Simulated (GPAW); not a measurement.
Two runs for the O K edge of atom 3 in SnO2 (Cassiterite, P4_2/mnm). Run A: GPAW, PBE, full core hole (charged cell), 12-atom cell with 5.7 Å between holes, 4×4×4 k points, dipole transitions, Gaussian full width 0.9 eV up to 4 eV, rising linearly to 3.5 eV at 25 eV. Run B has a fault in its input.

Energy from the lowest empty level; intensity scaled to a mean of 1 over the first 20 eV:

```
E (eV)     A     B
 -2.00  0.00  0.00
 -1.25  0.00  0.00
 -0.50  0.00  0.02
  0.25  0.00  0.03
  1.00  0.09  0.00
  1.75  0.16  0.00
  2.50  0.79  0.03
  3.25  1.27  1.14
  4.00  2.40  1.07
  4.75  1.65  1.13
  5.50  0.91  0.81
  6.25  0.68  0.11
  7.00  1.18  0.44
  7.75  1.54  1.23
  8.50  1.85  2.58
  9.25  2.62  5.02
 10.00  2.59  4.13
 10.75  1.99  1.97
 11.50  1.43  1.04
 12.25  0.81  0.54
 13.00  0.45  0.35
 13.75  0.34  0.46
 14.50  0.30  0.55
 15.25  0.30  0.48
 16.00  0.36  0.43
 16.75  0.45  0.52
 17.50  0.55  0.64
 18.25  0.63  0.69
 19.00  0.67  0.66
 19.75  0.67  0.59
 20.50  0.66  0.52
 21.25  0.67  0.51
 22.00  0.72  0.60
 22.75  0.79  0.76
 23.50  0.84  0.92
 24.25  0.91  1.04
 25.00  0.99  1.13
 25.75  1.06  1.17
 26.50  1.10  1.10
 27.25  1.07  0.93
 28.00  1.01  0.76
 28.75  0.98  0.73
 29.50  1.02  0.89
 30.25  1.14  1.13
 31.00  1.30  1.33
 31.75  1.41  1.40
```

Q: What went wrong in run B?

The spectrum is summed over the zone centre alone. Against the first run the r.m.s. difference is 54 %. The highest intensity below 16 eV goes from 9.6 eV (2.75) to 9.4 eV (5.18). Other settings could leave a like mark; this is the one that was changed.

[Banner, clock and machine lines of the logs are left out without a mark of their own.]

[Logs are printed without paths, hosts, clocks, repeated set-up lines and the standing remarks that a program may print on its own settings, such as how far it seeks lower states.]

[Hosts, paths, dates, database ids (printed as entryN), source tags and the programs' standing remarks are cut or masked in the printed files.]

[Lists of maxima count a maximum above −3 eV only where it reaches 4 % of the highest in the window and stands out from its surroundings by 2 % of it (1.5 % where it reaches 55 %); shoulders and weaker maxima are passed over, and of the rest the first, up to two pre-edge ones and the few strongest are named.]
